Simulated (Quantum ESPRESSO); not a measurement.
## RbFeCl3: parallel moments in the primitive cell

Wanted: the size of the moments of RbFeCl3 in the parallel state.

Method: LDA; plane waves with GBRV 1.5 LDA potentials, no spin-orbit coupling, in Quantum ESPRESSO 7.5.

### 1. The starting structure

The structure is cubic, space group Pm-3m (No. 221). Conventional cell: a = 4.930 Å, b = 4.930 Å, c = 4.930 Å, α = 90.00°, β = 90.00°, γ = 90.00°. Nearest to Rb lie 12 Cl at 3.49 Å. Nearest to Fe lie 6 Cl at 2.47 Å. Nearest to Cl lie 2 Fe at 2.47 Å and 4 Rb at 3.49 Å. Farther neighbours and most contacts between anions are not listed.

The cell comes from Materials Project 2023-11-01, a database of computed structures, and need not be the stable phase.

### 2. Run 1, typed as ferro +

The signs are those of the starting moments on the seeded atoms, the atoms that are given a moment.

Contents of pw.in:

```
&CONTROL
  calculation = 'scf'
  prefix = 'pwscf'
  outdir = './tmp'
  pseudo_dir = './pseudo'
  disk_io = 'nowf'
/
&SYSTEM
  ibrav = 0
  nat = 5
  ntyp = 3
  ecutwfc = 40
  ecutrho = 280
  nbnd = 34
  occupations = 'smearing'
  smearing = 'fd'
  degauss = 0.00999582
  nspin = 2
  starting_magnetization(1) = 0
  starting_magnetization(2) = 0.25
  starting_magnetization(3) = 0
/
&ELECTRONS
  conv_thr = 1d-08
  electron_maxstep = 150
  mixing_beta = 0.3
/
ATOMIC_SPECIES
Rb     85.4678 rb_lda_v1.uspp.F.UPF
Fe     55.8450 fe_lda_v1.5.uspp.F.UPF
Cl     35.4500 cl_lda_v1.4.uspp.F.UPF
CELL_PARAMETERS angstrom
   4.9301221900    0.0000000000    0.0000000000
   0.0000000000    4.9301221900    0.0000000000
   0.0000000000    0.0000000000    4.9301221900
ATOMIC_POSITIONS crystal
Rb      0.5000000000    0.5000000000    0.5000000000
Fe      0.0000000000    0.0000000000    0.0000000000
Cl      0.5000000000    0.0000000000    0.0000000000
Cl      0.0000000000    0.5000000000    0.0000000000
Cl      0.0000000000    0.0000000000    0.5000000000
K_POINTS automatic
4 4 4 0 0 0
```

On the command line:

```
> OMP_NUM_THREADS=1 mpirun -n 2 pw.x -nk 2 -in pw.in > pw.out
```

The program printed:

```text
Program PWSCF v.7.5 starts

     Message from routine setup:
     using ibrav=0 with symmetry is DISCOURAGED, use correct ibrav instead

     K-points division:     npool     =       2
     Subspace diagonalization in iterative solution of the eigenvalue problem:

     G-vector sticks info
     --------------------
     sticks:   dense  smooth     PW     G-vecs:    dense   smooth      PW
     Sum        1933    1101    333                63989    27609    4457

     Using Slab Decomposition

     bravais-lattice index     =            0
     lattice parameter (alat)  =       9.3166  a.u.
     unit-cell volume          =     808.6669 (a.u.)^3
     number of atoms/cell      =            5
     number of atomic types    =            3
     number of electrons       =        46.00
     number of Kohn-Sham states=           34
     kinetic-energy cutoff     =      40.0000  Ry
     charge density cutoff     =     280.0000  Ry
     scf convergence threshold =      1.0E-08
     mixing beta               =       0.3000
     number of iterations used =            8  plain     mixing
     Exchange-correlation=  SLA  PZ   NOGX NOGC
                           (   1   1   0   0   0   0   0)

     celldm(1)=   9.316581  celldm(2)=   0.000000  celldm(3)=   0.000000
     celldm(4)=   0.000000  celldm(5)=   0.000000  celldm(6)=   0.000000

     crystal axes: (cart. coord. in units of alat)
               a(1) = (   1.000000   0.000000   0.000000 )
               a(2) = (   0.000000   1.000000   0.000000 )
               a(3) = (   0.000000   0.000000   1.000000 )

     reciprocal axes: (cart. coord. in units 2 pi/alat)
               b(1) = (  1.000000  0.000000  0.000000 )
               b(2) = (  0.000000  1.000000  0.000000 )
               b(3) = (  0.000000  0.000000  1.000000 )

     PseudoPot. # 1 for Rb read from file:
     rb_lda_v1.uspp.F.UPF
     Pseudo is Ultrasoft + core correction, Zval =  9.0
     Generated by new atomic code, or converted to UPF format
     Using radial grid of  881 points,  6 beta functions with:
                l(1) =   0
                l(2) =   0
                l(3) =   1
                l(4) =   1
                l(5) =   2
                l(6) =   2
     Q(r) pseudized with  8 coefficients,  rinner =    1.900   1.900   1.900
                                                       1.900   1.900

     PseudoPot. # 2 for Fe read from file:
     fe_lda_v1.5.uspp.F.UPF
     Pseudo is Ultrasoft + core correction, Zval = 16.0
     Generated by new atomic code, or converted to UPF format
     Using radial grid of  861 points,  6 beta functions with:
                l(1) =   0
                l(2) =   0
                l(3) =   1
                l(4) =   1
                l(5) =   2
                l(6) =   2
     Q(r) pseudized with  8 coefficients,  rinner =    1.000   1.000   1.000
                                                       1.000   1.000

     PseudoPot. # 3 for Cl read from file:
     cl_lda_v1.4.uspp.F.UPF
     Pseudo is Ultrasoft + core correction, Zval =  7.0
     Generated by new atomic code, or converted to UPF format
     Using radial grid of  909 points,  6 beta functions with:
                l(1) =   0
                l(2) =   0
                l(3) =   1
                l(4) =   1
                l(5) =   2
                l(6) =   2
     Q(r) pseudized with  8 coefficients,  rinner =    1.300   1.300   1.300
                                                       1.300   1.300

     atomic species   valence    mass     pseudopotential
     Rb                9.00    85.46780     Rb( 1.00)
     Fe               16.00    55.84500     Fe( 1.00)
     Cl                7.00    35.45000     Cl( 1.00)

     Starting magnetic structure
     atomic species   magnetization
     Rb              0.000
     Fe              0.250
     Cl              0.000

     48 Sym. Ops., with inversion, found

   Cartesian axes

     site n.     atom                  positions (alat units)
         1        Rb     tau(   1) = (   0.5000000   0.5000000   0.5000000  )
         2        Fe     tau(   2) = (   0.0000000   0.0000000   0.0000000  )
         3        Cl     tau(   3) = (   0.5000000   0.0000000   0.0000000  )
         4        Cl     tau(   4) = (   0.0000000   0.5000000   0.0000000  )
         5        Cl     tau(   5) = (   0.0000000   0.0000000   0.5000000  )

     number of k points=    10  Fermi-Dirac smearing, width (Ry)=  0.0100
                       cart. coord. in units 2pi/alat
        k(    1) = (   0.0000000   0.0000000   0.0000000), wk =   0.0156250
        k(    2) = (   0.0000000   0.0000000   0.2500000), wk =   0.0937500
        k(    3) = (   0.0000000   0.0000000  -0.5000000), wk =   0.0468750
        k(    4) = (   0.0000000   0.2500000   0.2500000), wk =   0.1875000
        k(    5) = (   0.0000000   0.2500000  -0.5000000), wk =   0.1875000
        [... 5 further k-points ...]

     Dense  grid:    63989 G-vectors     FFT dimensions: (  50,  50,  50)

     Smooth grid:    27609 G-vectors     FFT dimensions: (  40,  40,  40)

     Check: negative core charge=   -0.000013
     Generating pointlists ...
     new r_m :   0.2917 (alat units)  2.7175 (a.u.) for type    1
     new r_m :   0.2063 (alat units)  1.9215 (a.u.) for type    2
     new r_m :   0.2063 (alat units)  1.9215 (a.u.) for type    3

     Initial potential from superposition of free atoms

     starting charge      44.4956, renormalised to      46.0000

     negative rho (up, down):  5.712E-02 5.723E-02
     Starting wfcs are   35 randomized atomic wfcs

     Self-consistent Calculation

     iteration #  1     ecut=    40.00 Ry     beta= 0.30
     Davidson diagonalization with overlap
     ethr =  1.00E-02,  avg # of iterations =  4.8

     Threshold (ethr) on eigenvalues was too large:
     Diagonalizing with lowered threshold

     Davidson diagonalization with overlap
     ethr =  2.52E-04,  avg # of iterations =  4.1

     negative rho (up, down):  5.602E-02 5.594E-02

     total energy              =    -403.86361153 Ry
     estimated scf accuracy    <       0.13445880 Ry

     total magnetization       =     3.97 Bohr mag/cell
     absolute magnetization    =     3.97 Bohr mag/cell

     iteration #  2     ecut=    40.00 Ry     beta= 0.30
     Davidson diagonalization with overlap
     ethr =  2.92E-04,  avg # of iterations =  2.2

     negative rho (up, down):  5.543E-02 5.516E-02

     total energy              =    -403.86571011 Ry
     estimated scf accuracy    <       0.03836989 Ry

     total magnetization       =     3.90 Bohr mag/cell
     absolute magnetization    =     3.91 Bohr mag/cell

     iteration #  3     ecut=    40.00 Ry     beta= 0.30
     Davidson diagonalization with overlap
     ethr =  8.34E-05,  avg # of iterations =  5.1

     negative rho (up, down):  5.498E-02 5.450E-02

     total energy              =    -403.86638857 Ry
     estimated scf accuracy    <       0.01099998 Ry

     total magnetization       =     3.96 Bohr mag/cell
     absolute magnetization    =     3.96 Bohr mag/cell

     [... further iterations left out ...]

     iteration #  7     ecut=    40.00 Ry     beta= 0.30
     Davidson diagonalization with overlap
     ethr =  1.44E-08,  avg # of iterations =  2.6

     negative rho (up, down):  5.490E-02 5.419E-02

     total energy              =    -403.86802464 Ry
     estimated scf accuracy    <       0.00000102 Ry

     total magnetization       =     3.96 Bohr mag/cell
     absolute magnetization    =     3.96 Bohr mag/cell

     iteration #  8     ecut=    40.00 Ry     beta= 0.30
     Davidson diagonalization with overlap
     ethr =  2.22E-09,  avg # of iterations =  1.9

     negative rho (up, down):  5.489E-02 5.418E-02

     total energy              =    -403.86802480 Ry
     estimated scf accuracy    <       0.00000010 Ry

     total magnetization       =     3.96 Bohr mag/cell
     absolute magnetization    =     3.96 Bohr mag/cell

     iteration #  9     ecut=    40.00 Ry     beta= 0.30
     Davidson diagonalization with overlap
     ethr =  2.21E-10,  avg # of iterations =  2.8

     negative rho (up, down):  5.489E-02 5.418E-02

     total energy              =    -403.86802483 Ry
     estimated scf accuracy    <       0.00000002 Ry

     total magnetization       =     3.96 Bohr mag/cell
     absolute magnetization    =     3.96 Bohr mag/cell

     iteration # 10     ecut=    40.00 Ry     beta= 0.30
     Davidson diagonalization with overlap
     ethr =  4.02E-11,  avg # of iterations =  3.0

     negative rho (up, down):  5.489E-02 5.417E-02

     Magnetic moment per site  (integrated on atomic sphere of radius R)
     atom   1 (R=0.292)  charge=  7.7900  magn=  0.0010
     atom   2 (R=0.206)  charge= 14.0855  magn=  3.4184
     atom   3 (R=0.206)  charge=  5.3907  magn=  0.1021
     atom   4 (R=0.206)  charge=  5.3907  magn=  0.1021
     atom   5 (R=0.206)  charge=  5.3907  magn=  0.1021

     End of self-consistent calculation

     [... lines left out ...]
     the Fermi energy is     5.6536 ev

!    total energy              =    -403.86802484 Ry
     estimated scf accuracy    <          8.2E-10 Ry
     smearing contrib. (-TS)   =      -0.01698324 Ry
     internal energy E=F+TS    =    -403.85104160 Ry

     The total energy is F=E-TS. E is the sum of the following terms:
     one-electron contribution =    -255.66961778 Ry
     hartree contribution      =     143.06681870 Ry
     xc contribution           =     -70.12306968 Ry
     ewald contribution        =    -221.12517284 Ry

     total magnetization       =     3.96 Bohr mag/cell
     absolute magnetization    =     3.96 Bohr mag/cell

     convergence has been achieved in  10 iterations

=------------------------------------------------------------------------------=
   JOB DONE.
=------------------------------------------------------------------------------=
```

Wall time 36 s (2 MPI ranks of Arm Neoverse V1, shared host); peak memory 0.4 GiB; 71 s of CPU time.

Spin moment in the atom's sphere by atom:

```
atom  spin moment in the atom's sphere (μB)
 Rb1                                   0.00
 Fe2                                   3.42
 Cl3                                   0.10
 Cl4                                   0.10
 Cl5                                   0.10
```

Numbers from this step:

```
smearing term TS       : 0.2311 eV
magnetization          : 3.956 μB
absolute magnetization : 3.961 μB
final state            : ferromagnetic
```

Spin density in the ac plane at fractional y = 0.000, with atoms of Fe and Cl within 0.2 Å of it.

Values in e/Å³, 14 rows by 14 columns, each cell a mean:
```
4.8 1.8 0.3 0.0 0.0 0.0 0.0 0.0 0.0 0.0 0.0 0.1 0.7 3.1
1.0 0.4 0.1 0.0 0.0 0.0 0.0 0.0 0.0 0.0 0.0 0.0 0.2 0.7
0.1 0.1 0.0 0.0 0.0 0.0 0.0 0.0 0.0 0.0 0.0 0.0 0.0 0.1
0.0 0.0 0.0 0.0 0.0 0.0 0.0 0.0 0.0 0.0 0.0 0.0 0.0 0.0
0.0 0.0 0.0 0.0 0.0 0.0 0.0 0.0 0.0 0.0 0.0 0.0 0.0 0.0
0.0 0.0 0.0 0.0 0.0 0.0 0.0 0.0 0.0 0.0 0.0 0.0 0.0 0.0
0.0 0.0 0.0 0.0 0.0 0.0 0.0 0.0 0.0 0.0 0.0 0.0 0.0 0.0
0.0 0.0 0.0 0.0 0.0 0.0 0.0 0.0 0.0 0.0 0.0 0.0 0.0 0.0
0.0 0.0 0.0 0.0 0.0 0.0 0.0 0.0 0.0 0.0 0.0 0.0 0.0 0.0
0.0 0.0 0.0 0.0 0.0 0.0 0.0 0.0 0.0 0.0 0.0 0.0 0.0 0.0
0.1 0.0 0.0 0.0 0.0 0.0 0.0 0.0 0.0 0.0 0.0 0.0 0.0 0.0
0.4 0.2 0.1 0.0 0.0 0.0 0.0 0.0 0.0 0.0 0.0 0.0 0.1 0.3
2.8 1.0 0.2 0.0 0.0 0.0 0.0 0.0 0.0 0.0 0.0 0.1 0.4 1.8
6.9 2.8 0.4 0.1 0.0 0.0 0.0 0.0 0.0 0.0 0.0 0.1 1.0 4.8
```
Columns run along a (4.9 Å), rows up along c (4.9 Å). Atoms in or near the plane, at fractional coordinates: Fe at (0.00, 0.00), Cl at (0.50, 0.00), Cl at (0.00, 0.50).

Valence density in the ac plane at fractional y = 0.000, with atoms of Fe and Cl within 0.2 Å of it. It is the smooth field of the valence electrons, not physical close to the nuclei.

Values in e/Å³, 14 rows by 14 columns, each cell a mean:
```
19  8  1  0  1  1  1  1  2  1  0  0  3 14
 4  2  0  0  0  1  1  2  1  1  0  0  1  3
 0  0  0  0  0  0  1  1  0  0  0  0  0  0
 0  0  0  0  0  0  0  0  0  0  0  0  0  0
 1  1  0  0  0  0  0  0  0  0  0  0  1  1
 2  2  1  0  0  0  0  0  0  0  0  0  1  2
 0  2  1  0  0  0  0  0  0  0  0  1  2  1
 1  2  1  0  0  0  0  0  0  0  0  1  1  1
 2  1  1  0  0  0  0  0  0  0  0  0  1  1
 1  0  0  0  0  0  0  0  0  0  0  0  0  1
 0  0  0  0  0  0  0  0  0  0  0  0  0  0
 1  1  0  0  0  1  1  1  1  0  0  0  0  1
12  4  1  0  0  1  2  2  2  1  0  0  2  8
22 12  1  0  1  2  1  0  2  1  0  0  4 19
```
Columns run along a (4.9 Å), rows up along c (4.9 Å). Atoms in or near the plane, at fractional coordinates: Fe at (0.00, 0.00), Cl at (0.50, 0.00), Cl at (0.00, 0.50).

### 3. Run 2, typed as no spin polarisation

pw.in, as its differences from that of step 2:

```diff
@@ -13,3 +13,3 @@
   ecutrho = 280
-  nbnd = 34
+  nbnd = 32
   occupations = 'smearing'
@@ -17,6 +17,2 @@
   degauss = 0.00999582
-  nspin = 2
-  starting_magnetization(1) = 0
-  starting_magnetization(2) = 0.25
-  starting_magnetization(3) = 0
 /
```

The program printed:

```text
[banner, memory and clock lines left out]
Program PWSCF v.7.5 starts

     Message from routine setup:
     using ibrav=0 with symmetry is DISCOURAGED, use correct ibrav instead

     bravais-lattice index     =            0
     lattice parameter (alat)  =       9.3166  a.u.
     unit-cell volume          =     808.6669 (a.u.)^3
     number of atoms/cell      =            5
     number of atomic types    =            3
     number of electrons       =        46.00
     number of Kohn-Sham states=           32
     kinetic-energy cutoff     =      40.0000  Ry
     charge density cutoff     =     280.0000  Ry
     scf convergence threshold =      1.0E-08
     mixing beta               =       0.3000
     number of iterations used =            8  plain     mixing
     Exchange-correlation=  SLA  PZ   NOGX NOGC
                           (   1   1   0   0   0   0   0)

     celldm(1)=   9.316581  celldm(2)=   0.000000  celldm(3)=   0.000000
     celldm(4)=   0.000000  celldm(5)=   0.000000  celldm(6)=   0.000000

     crystal axes: (cart. coord. in units of alat)
               a(1) = (   1.000000   0.000000   0.000000 )
               a(2) = (   0.000000   1.000000   0.000000 )
               a(3) = (   0.000000   0.000000   1.000000 )

     reciprocal axes: (cart. coord. in units 2 pi/alat)
               b(1) = (  1.000000  0.000000  0.000000 )
               b(2) = (  0.000000  1.000000  0.000000 )
               b(3) = (  0.000000  0.000000  1.000000 )

     PseudoPot. # 1 for Rb read from file:
     rb_lda_v1.uspp.F.UPF
     Pseudo is Ultrasoft + core correction, Zval =  9.0

     PseudoPot. # 2 for Fe read from file:
     fe_lda_v1.5.uspp.F.UPF
     Pseudo is Ultrasoft + core correction, Zval = 16.0

     PseudoPot. # 3 for Cl read from file:
     cl_lda_v1.4.uspp.F.UPF
     Pseudo is Ultrasoft + core correction, Zval =  7.0

     atomic species   valence    mass     pseudopotential
     Rb                9.00    85.46780     Rb( 1.00)
     Fe               16.00    55.84500     Fe( 1.00)
     Cl                7.00    35.45000     Cl( 1.00)

     48 Sym. Ops., with inversion, found

   Cartesian axes

     site n.     atom                  positions (alat units)
         1        Rb     tau(   1) = (   0.5000000   0.5000000   0.5000000  )
         2        Fe     tau(   2) = (   0.0000000   0.0000000   0.0000000  )
         3        Cl     tau(   3) = (   0.5000000   0.0000000   0.0000000  )
         4        Cl     tau(   4) = (   0.0000000   0.5000000   0.0000000  )
         5        Cl     tau(   5) = (   0.0000000   0.0000000   0.5000000  )

     number of k points=    10  Fermi-Dirac smearing, width (Ry)=  0.0100
                       cart. coord. in units 2pi/alat
        k(    1) = (   0.0000000   0.0000000   0.0000000), wk =   0.0312500
        k(    2) = (   0.0000000   0.0000000   0.2500000), wk =   0.1875000
        k(    3) = (   0.0000000   0.0000000  -0.5000000), wk =   0.0937500
        k(    4) = (   0.0000000   0.2500000   0.2500000), wk =   0.3750000
        k(    5) = (   0.0000000   0.2500000  -0.5000000), wk =   0.3750000
        [... 5 further k-points ...]

     Dense  grid:    63989 G-vectors     FFT dimensions: (  50,  50,  50)

     Smooth grid:    27609 G-vectors     FFT dimensions: (  40,  40,  40)

     Check: negative core charge=   -0.000013

     Initial potential from superposition of free atoms

     starting charge      44.4956, renormalised to      46.0000

     negative rho (up, down):  1.143E-01 0.000E+00
     Starting wfcs are   35 randomized atomic wfcs

     Self-consistent Calculation

     iteration #  1     ecut=    40.00 Ry     beta= 0.30
     Davidson diagonalization with overlap
     ethr =  1.00E-02,  avg # of iterations =  4.4

     Threshold (ethr) on eigenvalues was too large:
     Diagonalizing with lowered threshold

     Davidson diagonalization with overlap
     ethr =  3.12E-04,  avg # of iterations =  4.0

     negative rho (up, down):  1.118E-01 0.000E+00

     total energy              =    -403.79292722 Ry
     estimated scf accuracy    <       0.14827621 Ry

     iteration #  2     ecut=    40.00 Ry     beta= 0.30
     Davidson diagonalization with overlap
     ethr =  3.22E-04,  avg # of iterations =  2.3

     negative rho (up, down):  1.099E-01 0.000E+00

     total energy              =    -403.77683850 Ry
     estimated scf accuracy    <       0.04597268 Ry

     [... further iterations left out ...]

     iteration #  8     ecut=    40.00 Ry     beta= 0.30
     Davidson diagonalization with overlap
     ethr =  2.35E-09,  avg # of iterations =  3.5

     negative rho (up, down):  1.092E-01 0.000E+00

     total energy              =    -403.78182958 Ry
     estimated scf accuracy    <       0.00000015 Ry

     iteration #  9     ecut=    40.00 Ry     beta= 0.30
     Davidson diagonalization with overlap
     ethr =  3.19E-10,  avg # of iterations =  2.0

     negative rho (up, down):  1.092E-01 0.000E+00

     End of self-consistent calculation

     [... lines left out ...]
     the Fermi energy is     5.2114 ev

!    total energy              =    -403.78182963 Ry
     estimated scf accuracy    <          7.5E-09 Ry
     smearing contrib. (-TS)   =      -0.03242526 Ry
     internal energy E=F+TS    =    -403.74940437 Ry

     The total energy is F=E-TS. E is the sum of the following terms:
     one-electron contribution =    -256.41463951 Ry
     hartree contribution      =     143.65840980 Ry
     xc contribution           =     -69.86800182 Ry
     ewald contribution        =    -221.12517284 Ry

     convergence has been achieved in   9 iterations
```

Run time: 19 s. Hardware: 2 MPI ranks; peak memory 0.36 GiB.

Read from the output:

- smearing term TS: 0.4412 eV
- final state: non-magnetic (no spin polarisation)

### 4. Ranking

An order is kept where moments of 0.15 μB or more survive with the typed signs; meshes match where a doubled cell samples the same k points as the first cell.

Orders:

```
               start    final state  typed order kept  energy over the lowest (meV a seeded atom)  largest site moment (μB)  net moment (μB a cell of the first run)  mesh matched  CPU time (s)
             ferro +  ferromagnetic               yes                                           0                     3.418                                    3.956           yes         71.24
no spin polarisation   non-magnetic                 -                                        1173                         0                                        0           yes         36.95
```

(Part 1 of 2 ends here.)

[Logs and program files are shortened in this print: banners, set-up blocks, solver, clock and traceback lines can be left out without a mark of their own.]

[Logs are printed without paths, hosts, clocks, repeated set-up lines and the standing remarks that a program may print on its own settings, such as how far it seeks lower states.]

[Hosts, paths, dates, database ids (printed as entryN), source tags and the programs' standing remarks are cut or masked in the printed files.]

[Where a cell is said to come from a database of computed structures, the database is the Materials Project.]
